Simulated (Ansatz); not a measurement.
**InF (model cell, started as CsCl type): from the cell to its phonons**

Wanted: phonon frequencies of InF (model cell, started as CsCl type) and what follows from them.

Main program and level: Ansatz 0.2.0; DFT PBEsol, scalar-relativistic, plane waves, PAW.

The structure was built from a prototype and need not be the compound's stable phase.

## (1) Starting point

Symmetry: Pm-3m, No. 221, cubic system. The conventional cell has a = 3.158 Å, b = 3.158 Å, c = 3.158 Å, α = 90.00°, β = 90.00°, γ = 90.00°. Nearest to In lie 8 F at 2.74 Å. Nearest to F lie 8 In at 2.74 Å. Farther neighbours and most contacts between anions are not listed.

## (2) Relaxation

Harmonic phonons are second derivatives at a point where the forces vanish, and they are wanted at zero stress, so atoms and cell are relaxed first.

input.yaml reads:

```yaml
crystal:
  lattice:
    - [3.15834, 0.0, 0.0]
    - [0.0, 3.15834, 0.0]
    - [0.0, 0.0, 3.15834]
  atoms:
    - { symbol: In, position: [0.0, 0.0, 0.0] }
    - { symbol: F, position: [0.5, 0.5, 0.5] }
kpoints:
  mp_grid: { grid: [14, 14, 14] }
hamiltonian:
  xc: pbesol
scf:
  occupations: { method: gaussian, width: 0.1 }
output:
  forces: true
  stress: true
  eigenvalues: true
  write_density: true
  write_potential: true
  elf: true
  volumetric_format: npy
relax:
  adjacent_minimum: "off"
  f_tol: 0.005
  max_steps: 80
  cell: { stress_tol: 0.05 }
```

On the command line:

```bash
$ ansatz run input.yaml --threads 4 --pin off --max-ram 7168MiB --backend cpu --events-out ev --progress --plain --runs-dir out
```

Numbers of over 12 decimals in the logs are rounded to 6 here.

Output:

```text
Engine: ansatz 0.2.0, aarch64-unknown-linux-gnu
Pseudopotentials: kind: paw
Pseudopotential: In, paw, valence charge 13, recommended cutoff 420 eV (normal), In.paw.azcp
Pseudopotential: F, paw, valence charge 7, recommended cutoff 420 eV (normal), F.paw.azcp
Functional definition: PBEsol
  exchange = pbesol_x
  correlation = pbesol_c
Crystal: 2 atoms, lattice volume = 31.505 Å³
Basis set: ecut = 420 eV, 619 PW (Γ), exchange–correlation on 48×48×48 points (8 copies of the dense FFT grid, shifted against one another)
Bands: 14, of which v1, the nominal top of the filled ones, is band 10 counted from 1 (9 counted from 0)
Symmetry: 48 space group operations
Space group: Pm-3m (ITA 221), of the structure as read, at distance tolerance 3.2e-5 Å
k-points: 120 of 2744
Non-local potential: In, projectors of the file, l = 0: 2, l = 1: 2, l = 2: 2, l = 3: 2
Non-local potential: F, projectors of the file, l = 0: 2, l = 1: 2, l = 2: 1
PAW form: soft (Blöchl's): semilocal exchange-correlation on the pseudo side does not see the compensation charge
PAW frozen core: In, regenerated for the run's functional, and the local potential with it (the file was generated under x = pbe(κ = 0.804, μ = 0.219515), c = pbe(β = 0.066725))
PAW frozen core: F, regenerated for the run's functional, and the local potential with it (the file was generated under x = pbe(κ = 0.804, μ = 0.219515), c = pbe(β = 0.066725))
PAW one-centre angular grid: In, 590 points (default); XC on 64 Gauss nodes
PAW one-centre angular grid: F, 110 points (default); XC on 64 Gauss nodes
Initial density: superposition of atomic densities (neutral atoms: chi_scale 0, normalization atom), corrected by the library's trained network
Initial wavefunctions: pseudopotential atomic-orbital guess
Functional: x = pbesol(κ = 0.804, μ = 0.123457), c = pbesol(β = 0.046)
SCF iter   1: F=—  HF=-6325.831482 eV  |F-HF|=—  |Δ(HF+E_count)|=         —  Δρ=1.44e-2  dr2=4.34e-2  ethr=1.77e-3  ⟨swp⟩=5.2  Hψ=8834  notcnv=0
preconditioner: auto → none  [insulator: Δε(μ)=0.236 eV  Ē_g=17.955 eV  σ=0.100 eV  W_gap=0.90  n_scr=6 (ndim 8)  ℏωp=29.6 eV  f_vac=0.000  D(μ)=0.02/eV (n_scr^D=0)  ε∞_Penn≈3.7]
SCF iter   2: F=—  HF=-6325.820225 eV  |F-HF|=—  |Δ(HF+E_count)|=   1.13e-2  Δρ=3.07e-3  dr2=2.79e-3  ethr=2.17e-4  ⟨swp⟩=2.3  Hψ=3304  notcnv=0  defer=2
SCF iter   3: F=—  HF=-6325.819633 eV  |F-HF|=—  |Δ(HF+E_count)|=   5.91e-4  Δρ=4.84e-4  dr2=5.06e-5  ethr=1.40e-5  ⟨swp⟩=2.1  Hψ=2130  notcnv=0  defer=2
SCF iter   4: F=—  HF=-6325.819615 eV  |F-HF|=—  |Δ(HF+E_count)|=   1.86e-5  Δρ=5.39e-5  dr2=5.64e-7  ethr=2.53e-7  ⟨swp⟩=2.6  Hψ=2604  notcnv=0  defer=2
iter 5 did not close the SCF: its close was put off for the readings that it lacked (scf_convergence_deferred on its scf_iter line)
SCF iter   5: F=-6325.819615 eV  HF=-6325.819615 eV  |F-HF|=2.90e-8  |Δ(HF+E_count)|=   7.55e-8  Δρ=1.24e-5  dr2=3.05e-8  ethr=2.82e-9  ⟨swp⟩=2.0  Hψ=2868  notcnv=0  defer=2
SCF iter   6: F=-6325.819615 eV  HF=-6325.819615 eV  |F-HF|=4.02e-10  |Δ(HF+E_count)|=   1.42e-8  Δρ=2.06e-6  dr2=4.99e-10  ethr=1.52e-10  ⟨swp⟩=5.3  Hψ=9310  notcnv=0
the search or the solves at the SCF's close seem to have found levels that the self-consistency loop had missed (the run counts 1). By its estimate they hold under 1e-12 electrons; where the run keeps them, the occupations were computed again with them
SCF 1 converged in 6 iterations: F = -6325.819615 eV  dr2 = 4.99e-10
  greatest PAW one-centre occupation: 0.985 electrons in one spin orbital (limit 2), on the In atom at site 0 (counted from 0), in its partial waves of l = 2
relax step   1: F+E_penalty+E_count = -6325.81961467 eV  Δ(F+E_penalty+E_count) = +0.000e0 eV  max|allowed force component| = 1.757e-29 eV/Å  Δτ_max = 0.0000 Å  P = +6.968 GPa  Ω = 31.505 Å³  (6 SCF iters, dr2 threshold 1.00e-7 eV, accepted)
Crystal: 2 atoms, lattice volume = 36.233 Å³
Basis set: ecut = 420 eV, 739 PW (Γ), exchange–correlation on 48×48×48 points (8 copies of the dense FFT grid, shifted against one another)
Initial density: handed on by an earlier stage of this run
Initial wavefunctions: those handed on with the density
iter 1 solved again at ethr=8.88e-4 eV; its pass at ethr=3.10e-3 eV (dr2=1.78e-1 eV) is discarded
SCF iter   1: F=—  HF=-6325.904123 eV  |F-HF|=—  |Δ(HF+E_count)|=         —  Δρ=1.90e-2  dr2=1.77e-1  ethr=8.88e-4  ⟨swp⟩=1.0  Hψ=12225  notcnv=0
preconditioner: auto → none  [insulator: Δε(μ)=0.134 eV  Ē_g=17.264 eV  σ=0.100 eV  W_gap=0.58  n_scr=6 (ndim 8)  ℏωp=27.6 eV  f_vac=0.000  D(μ)=0.08/eV (n_scr^D=0)  ε∞_Penn≈3.6]
SCF iter   2: F=—  HF=-6325.857645 eV  |F-HF|=—  |Δ(HF+E_count)|=   4.65e-2  Δρ=5.52e-3  dr2=1.63e-2  ethr=8.87e-4  ⟨swp⟩=2.3  Hψ=2435  notcnv=0
SCF iter   3: F=—  HF=-6325.851371 eV  |F-HF|=—  |Δ(HF+E_count)|=   6.27e-3  Δρ=9.31e-4  dr2=4.15e-4  ethr=8.16e-5  ⟨swp⟩=1.0  Hψ=2600  notcnv=0
SCF iter   4: F=—  HF=-6325.851203 eV  |F-HF|=—  |Δ(HF+E_count)|=   1.69e-4  Δρ=1.83e-4  dr2=8.65e-6  ethr=2.08e-6  ⟨swp⟩=2.7  Hψ=2627  notcnv=0
SCF iter   5: F=—  HF=-6325.851157 eV  |F-HF|=—  |Δ(HF+E_count)|=   4.56e-5  Δρ=4.07e-5  dr2=3.33e-7  ethr=4.33e-8  ⟨swp⟩=2.0  Hψ=2661  notcnv=0
SCF iter   6: F=-6325.851157 eV  HF=-6325.851157 eV  |F-HF|=1.40e-8  |Δ(HF+E_count)|=   3.61e-7  Δρ=1.11e-5  dr2=1.61e-8  ethr=1.00e-9  ⟨swp⟩=9.0  Hψ=11526  notcnv=0
SCF 2 converged in 6 iterations: F = -6325.851157 eV  dr2 = 1.61e-8
  greatest PAW one-centre occupation: 0.984 electrons in one spin orbital (limit 2), on the In atom at site 0 (counted from 0), in its partial waves of l = 2
relax step   2: F+E_penalty+E_count = -6325.85115732 eV  Δ(F+E_penalty+E_count) = -3.154e-2 eV  max|allowed force component| = 5.801e-30 eV/Å  Δτ_max = 0.0000 Å  P = -2.868 GPa  Ω = 36.233 Å³  energy of the carried Pulay correction = -1.309e-2 eV  (6 SCF iters, dr2 threshold 2.00e-7 eV, accepted)
Crystal: 2 atoms, lattice volume = 34.714 Å³
Basis set: ecut = 420 eV, 691 PW (Γ), exchange–correlation on 48×48×48 points (8 copies of the dense FFT grid, shifted against one another)
iter 1 solved again at ethr=8.18e-5 eV; its pass at ethr=3.10e-3 eV (dr2=1.64e-2 eV) is discarded
SCF iter   1: F=—  HF=-6325.875507 eV  |F-HF|=—  |Δ(HF+E_count)|=         —  Δρ=6.05e-3  dr2=1.63e-2  ethr=8.18e-5  ⟨swp⟩=1.0  Hψ=12092  notcnv=0
preconditioner: auto → none  [insulator: Δε(μ)=0.134 eV  Ē_g=17.433 eV  σ=0.100 eV  W_gap=0.57  n_scr=6 (ndim 8)  ℏωp=28.2 eV  f_vac=0.000  D(μ)=0.07/eV (n_scr^D=0)  ε∞_Penn≈3.6]
SCF iter   2: F=—  HF=-6325.871544 eV  |F-HF|=—  |Δ(HF+E_count)|=   3.96e-3  Δρ=1.81e-3  dr2=1.66e-3  ethr=8.15e-5  ⟨swp⟩=1.3  Hψ=1777  notcnv=0
SCF iter   3: F=—  HF=-6325.870950 eV  |F-HF|=—  |Δ(HF+E_count)|=   5.95e-4  Δρ=2.76e-4  dr2=4.27e-5  ethr=8.28e-6  ⟨swp⟩=1.5  Hψ=1775  notcnv=0
SCF iter   4: F=—  HF=-6325.870900 eV  |F-HF|=—  |Δ(HF+E_count)|=   4.97e-5  Δρ=4.86e-5  dr2=5.94e-7  ethr=2.14e-7  ⟨swp⟩=2.8  Hψ=2598  notcnv=0
iter 5 did not close the SCF: its close was put off for the readings that it lacked (scf_convergence_deferred on its scf_iter line)
SCF iter   5: F=-6325.870900 eV  HF=-6325.870900 eV  |F-HF|=1.63e-8  |Δ(HF+E_count)|=   1.70e-7  Δρ=1.13e-5  dr2=2.04e-8  ethr=2.97e-9  ⟨swp⟩=2.0  Hψ=2532  notcnv=0
SCF iter   6: F=-6325.870900 eV  HF=-6325.870900 eV  |F-HF|=8.73e-10  |Δ(HF+E_count)|=   2.22e-8  Δρ=2.69e-6  dr2=9.09e-10  ethr=1.02e-10  ⟨swp⟩=5.0  Hψ=9005  notcnv=0
SCF 3 converged in 6 iterations: F = -6325.870900 eV  dr2 = 9.09e-10
relax step   3: F+E_penalty+E_count = -6325.87089967 eV  Δ(F+E_penalty+E_count) = -1.974e-2 eV  max|allowed force component| = 8.809e-30 eV/Å  Δτ_max = 0.0000 Å  P = -0.367 GPa  Ω = 34.714 Å³  energy of the carried Pulay correction = -9.089e-3 eV  (6 SCF iters, dr2 threshold 2.00e-7 eV, accepted)
[...]
relax step   4: F+E_penalty+E_count = -6325.87170116 eV  Δ(F+E_penalty+E_count) = -8.015e-4 eV  max|allowed force component| = 1.832e-30 eV/Å  Δτ_max = 0.0000 Å  P = +0.023 GPa  Ω = 34.502 Å³  energy of the carried Pulay correction = -8.516e-3 eV  (6 SCF iters, dr2 threshold 2.00e-7 eV, accepted)
[...]
relax step   5: F+E_penalty+E_count = -6325.88628256 eV  Δ(F+E_penalty+E_count) = -1.458e-2 eV  max|allowed force component| = 1.274e-30 eV/Å  Δτ_max = 0.0000 Å  P = +0.726 GPa  Ω = 34.502 Å³  stress off target by 7.26e-1 GPa  SCF on the basis re-selected at this cell (its energy is not comparable with the rows above)  (6 SCF iters)
[...]
relax step   6: F+E_penalty+E_count = -6325.88617791 eV  Δ(F+E_penalty+E_count) = +1.047e-4 eV  max|allowed force component| = 7.823e-30 eV/Å  Δτ_max = 0.0000 Å  P = +0.124 GPa  Ω = 34.887 Å³  energy of the carried Pulay correction = -1.118e-3 eV  (6 SCF iters, dr2 threshold 2.00e-7 eV, accepted)
[...]
relax step   7: F+E_penalty+E_count = -6325.88596461 eV  Δ(F+E_penalty+E_count) = +2.133e-4 eV  max|allowed force component| = 2.932e-29 eV/Å  Δτ_max = 0.0000 Å  P = +0.003 GPa  Ω = 34.967 Å³  energy of the carried Pulay correction = -1.363e-3 eV  (6 SCF iters, accepted)
iter 1 solved again at ethr=1.63e-7 eV; its pass at ethr=3.10e-3 eV (dr2=3.26e-5 eV) is discarded
SCF iter   1: F=—  HF=-6325.887445 eV  |F-HF|=—  |Δ(HF+E_count)|=         —  Δρ=1.33e-4  dr2=9.48e-7  ethr=1.63e-7  ⟨swp⟩=2.7  Hψ=12714  notcnv=0
preconditioner: auto → none  [insulator: Δε(μ)=0.130 eV  Ē_g=17.406 eV  σ=0.100 eV  W_gap=0.56  n_scr=6 (ndim 8)  ℏωp=28.1 eV  f_vac=0.000  D(μ)=0.07/eV (n_scr^D=0)  ε∞_Penn≈3.6]
SCF iter   2: F=—  HF=-6325.887413 eV  |F-HF|=—  |Δ(HF+E_count)|=   3.17e-5  Δρ=5.40e-5  dr2=1.25e-7  ethr=4.74e-9  ⟨swp⟩=2.0  Hψ=2844  notcnv=0
SCF iter   3: F=—  HF=-6325.887413 eV  |F-HF|=—  |Δ(HF+E_count)|=   1.51e-7  Δρ=1.02e-5  dr2=4.47e-9  ethr=6.23e-10  ⟨swp⟩=2.0  Hψ=2823  notcnv=0
SCF iter   4: F=—  HF=-6325.887413 eV  |F-HF|=—  |Δ(HF+E_count)|=   8.40e-9  Δρ=9.98e-7  dr2=2.05e-10  ethr=2.24e-11  ⟨swp⟩=2.0  Hψ=2880  notcnv=0
iter 5 did not close the SCF: its close was put off for the readings that it lacked (scf_convergence_deferred on its scf_iter line)
SCF iter   5: F=-6325.887413 eV  HF=-6325.887413 eV  |F-HF|=9.09e-13  |Δ(HF+E_count)|=  2.82e-11  Δρ=2.69e-7  dr2=1.46e-11  ethr=1.02e-12  ⟨swp⟩=2.0  Hψ=2542  notcnv=0
SCF iter   6: F=-6325.887413 eV  HF=-6325.887413 eV  |F-HF|=2.73e-12  |Δ(HF+E_count)|=  7.28e-12  Δρ=3.29e-8  dr2=2.40e-13  ethr=1.00e-12  ⟨swp⟩=4.0  Hψ=6683  notcnv=0
SCF 8 converged in 6 iterations: F = -6325.887413 eV  dr2 = 2.40e-13
relax step   8: F+E_penalty+E_count = -6325.88741319 eV  Δ(F+E_penalty+E_count) = -1.449e-3 eV  max|allowed force component| = 3.721e-29 eV/Å  Δτ_max = 0.0000 Å  P = +0.024 GPa  Ω = 34.967 Å³  stress off target by 2.36e-2 GPa  SCF on the basis re-selected at this cell (its energy is not comparable with the rows above)  (6 SCF iters)
basis re-selected at this cell: Δ(F+E_penalty+E_count) = -1.449e-3 eV, ΔP = +0.020 GPa vs the last step (what re-selecting the basis moved, of the pressure what is left beyond the Pulay correction that the steps carried, after the strain that the cell walked since its last selection, with what the two solves' SCF thresholds leave and, on support functions, any second-order correction that the steps lacked; it is no m [...]
SCF converged after 6 iterations
Free energy (F): -6325.887413 eV
Harris-Foulkes:  -6325.887413 eV  (|F-HF|=2.73e-12)
Internal energy: -6325.887045 eV  (E = F + TS)
E sigma→0 (E₀):  -6325.887229 eV
Entropy (-TS):   -0.000368 eV (-0.184 meV/atom)
Fermi energy:    8.189710 eV
--- Per-component energies (eV) ---
  E_band       = -53.730017
  E_kinetic    = 444.634581
  E_local      = -1549.451951  (includes V_loc(G=0)·N_el)
  E_nonlocal   = 441.086633
  E_hartree    = 585.589884
  E_xc         = -293.040929
  E_vxc        = -201.980695  (∫ρ·V_xc dr)
  E_paw        = -4271.785268  (= ΣΔE_a)
  E_vpaw       = -359.200381  (= ΣTr[D̂ρ^β])
  E_aug_tail   = 0.002028  (compensation charges beyond the density's cutoff)
  E_ewald      = -1683.200370
  E_core_change = 0.278345  (= ΣΔE_core)
  E_smearing   = -0.000368  (= −TS)
  E_closure    = 0.000000  (closes the sum)
  Σ components = -6325.887413   (vs F -6325.887413, Δ=0.00e0)
--- Forces (eV/Å), atoms counted from 1 ---
  atom   1  In    -0.00000000     0.00000000    -0.00000000
  atom   2  F     -0.00000000    -0.00000000     0.00000000
  max |Σ_I F_I| component: 7.70e-29 eV/Å
--- Stress (GPa, compression-positive) ---
        0.023554       0.000000      -0.000000
        0.000000       0.023554      -0.000000
       -0.000000      -0.000000       0.023554
  P = ⅓ Tr σ = 0.0236 GPa (0.236 kbar)
--- Band table (eV; the first three rows and the last of 120) ---
  k-point 0: bands = [... 6 lower, 1.9539, 4.1815, 4.1815, 4.1815, 16.5429, 16.5429, 16.5429, 17.4482]
  k-point 1: bands = [... 6 lower, 1.9072, 4.1960, 4.1960, 4.2637, 15.4264, 16.5594, 16.5594, 17.5010]
  k-point 2: bands = [... 6 lower, 1.7880, 4.2375, 4.2375, 4.4988, 13.9423, 16.6048, 16.6048, 17.6597]
  k-point 119: bands = [... 6 lower, 3.8030, 3.8030, 3.8030, 9.3631, 10.1548, 10.1548, 10.1548, 19.0670]
--- Relaxed structure (6 steps of the walk, 6 accepted, 2 SCFs on fresh bases) ---
  F+E_penalty+E_count = -6325.88741319 eV   max|allowed force component| = 3.721e-29 eV/Å   (the final SCF, on the basis selected at the relaxed cell)
  cell:  # Å, volume = 34.9673 Å³
    - [3.270047, 0, 0]
    - [0, 3.270047, 0]
    - [0, 0, 3.270047]
  atoms:
    - { symbol: In, position: [0, 0, 0] }
    - { symbol: F, position: [0.500000, 0.500000, 0.500000] }
```

Elapsed: 6.4 s, on 4 threads of Arm Neoverse V2, shared host; peak memory 0.37 GiB.

Relaxation path:

```tsv
step	energy less that of the first step (eV)	largest force component (eV/Å)	pressure (GPa)	volume (Å³)
1	0.0000	0.0000	6.97	31.50
2	-0.0315	0.0000	-2.87	36.23
3	-0.0513	0.0000	-0.37	34.71
4	-0.0521	0.0000	0.02	34.50
5*	-0.0667	0.0000	0.73	34.50
6	-0.0666	0.0000	0.12	34.89
7	-0.0664	0.0000	0.00	34.97
8*	-0.0678	0.0000	0.02	34.97
```

Relaxation steps marked * repeat the geometry before them on a plane-wave basis chosen anew for their cell, so energy and pressure can jump there.

Forces are held to the 48 operations that the run works with; a distortion that breaks them can't arise in this run.

```tsv
conventional cell, symmetrised	before	after	change
a (Å)	3.158	3.270	+3.5 %
b (Å)	3.158	3.270	+3.5 %
c (Å)	3.158	3.270	+3.5 %
volume (Å³/atom)	15.75	17.48	+11.0 %
```

The relaxed structure:

```xyz
2
Lattice="3.2700 0.0000 0.0000 0.0000 3.2700 0.0000 0.0000 0.0000 3.2700" Properties=species:S:1:pos:R:3 pbc="T T T"
In    0.0000    0.0000    0.0000
F     1.6350    1.6350    1.6350
```

Numbers from this step:

* pressure: 0.02355 GPa
* volume per atom: 17.48 Å³
* gap on the k-mesh: 0 eV

ELF in the ac plane at fractional y = 0.500, with atoms of F within 0.2 Å of it. It is the smooth field of the valence electrons, not physical close to the nuclei.

Ten even steps from '0' (0.02) to '9' (0.81):
```
21110000000000111
11100000000000011
11000013333100001
00001246776421000
00002589999852000
00014899999984100
00036999889996300
00037998668997300
00037998668997300
00036999889996300
00014899999984100
00002589999852000
00001246776421000
11000013333100001
11100000000000011
21110000000000111
22110000000000112
```
Columns run along a (3.3 Å), rows up along c (3.3 Å). Atoms in or near the plane, at fractional coordinates: F at (0.50, 0.50).

Electrostatic potential energy in the ac plane at fractional y = 0.500, with atoms of F within 0.2 Å of it. With pseudopotentials it is smooth inside the atoms' cores, unlike the true potential.

Values in eV, 14 rows by 14 columns, each cell a mean:
```
  9   9   9  10  11  12  12  12  12  12  11  10   9   9
  9   9  10  11  12  12  13  13  12  12  11  11  10   9
 10  10  11  11  12  12  12  12  12  12  12  11  11  10
 11  11  11  12  12  11   6   3   7  12  12  12  11  11
 12  12  12  12  11  -4 -18 -22 -17   0  12  12  12  12
 12  12  12  13   4 -22 -33 -35 -32 -17   7  12  12  12
 13  12  12  13  -1 -27 -35 -35 -35 -22   3  12  13  12
 13  12  12  13   3 -23 -33 -35 -33 -18   6  12  13  12
 12  12  12  12  10  -9 -23 -27 -22  -4  11  12  12  12
 11  11  12  12  12  10   3  -1   4  11  12  12  12  11
 10  10  11  11  12  12  13  13  13  12  12  11  11  10
  9  10  10  11  12  12  12  12  12  12  11  11  10   9
  9   9  10  10  11  12  12  12  12  12  11  10   9   9
  8   9   9  10  11  12  13  13  12  12  11  10   9   9
```
Columns run along a (3.3 Å; values clipped at the 3rd and 97th percentile), rows up along c (3.3 Å). Atoms in or near the plane, at fractional coordinates: F at (0.50, 0.50).

Valence density in the ac plane at fractional y = 0.500, with atoms of F within 0.2 Å of it. It is the smooth field of the valence electrons, not physical close to the nuclei.

Values in e/Å³, 14 rows by 14 columns, each cell a mean:
```
 0  0  0  0  0  0  0  0  0  0  0  0  0  0
 0  0  0  0  0  0  0  0  0  0  0  0  0  0
 0  0  0  0  0  0  0  0  0  0  0  0  0  0
 0  0  0  0  0  1  1  1  1  0  0  0  0  0
 0  0  0  0  1  1  3  4  3  1  0  0  0  0
 0  0  0  0  1  3  7  9  7  3  1  0  0  0
 0  0  0  0  1  5 10 12  9  4  1  0  0  0
 0  0  0  0  1  4  8 10  7  3  1  0  0  0
 0  0  0  0  1  2  4  5  3  1  1  0  0  0
 0  0  0  0  0  1  1  1  1  1  0  0  0  0
 0  0  0  0  0  0  0  0  0  0  0  0  0  0
 0  0  0  0  0  0  0  0  0  0  0  0  0  0
 0  0  0  0  0  0  0  0  0  0  0  0  0  0
 0  0  0  0  0  0  0  0  0  0  0  0  0  0
```
Columns run along a (3.3 Å), rows up along c (3.3 Å). Atoms in or near the plane, at fractional coordinates: F at (0.50, 0.50).

In this step the volume went from 15.75 to 17.48 Å³/atom.

## (3) Relaxation

The relaxation is repeated from its end on the same settings, as a check that it has come to rest.

Edit input.yaml of step 2 so:

```diff
@@ -2,5 +2,5 @@
   lattice:
-    - [3.15834, 0.0, 0.0]
-    - [0.0, 3.15834, 0.0]
-    - [0.0, 0.0, 3.15834]
+    - [3.2700465158, 0.0, 0.0]
+    - [0.0, 3.2700465158, 0.0]
+    - [0.0, 0.0, 3.2700465158]
   atoms:
```

Output:

```text
[...]
Crystal: 2 atoms, lattice volume = 34.967 Å³
Basis set: ecut = 420 eV, 691 PW (Γ), exchange–correlation on 48×48×48 points (8 copies of the dense FFT grid, shifted against one another)
Bands: 14, of which v1, the nominal top of the filled ones, is band 10 counted from 1 (9 counted from 0)
Symmetry: 48 space group operations
[...]
k-points: 120 of 2744
[...]
k-point 119: bands = [... 6 lower, 3.8030, 3.8030, 3.8030, 9.3631, 10.1548, 10.1548, 10.1548, 19.0670]
--- Relaxed structure (1 steps of the walk, 1 accepted, 1 SCFs on fresh bases) ---
[...]
cell:  # Å, volume = 34.9673 Å³
    - [3.2700465158, 0.0, 0.0]
    - [0.0, 3.2700465158, 0.0]
    - [0.0, 0.0, 3.2700465158]
  atoms:
    - { symbol: In, position: [0.0, 0.0, 0.0] }
    - { symbol: F, position: [0.5, 0.5, 0.5] }
[key lines of the parts left out:]
SCF converged after 8 iterations
Free energy (F): -6325.887413 eV
Fermi energy:    8.189710 eV
P = ⅓ Tr σ = 0.0236 GPa (0.236 kbar)
```

Run time: 2.4 s. Hardware: 4 threads; peak memory 0.37 GiB; 7.2 s of CPU time.

Little changed from the start: no atom moved by 0.005 Å and no cell edge by 0.1 %.

In this step the volume went from 17.48 to 17.48 Å³/atom.

[end of part 1 of 2]

[Logs are printed without paths, hosts, clocks, repeated set-up lines and the standing remarks that a program may print on its own settings, such as how far it seeks lower states.]

[Hosts, paths, dates, database ids (printed as entryN), source tags and the programs' standing remarks are cut or masked in the printed files.]
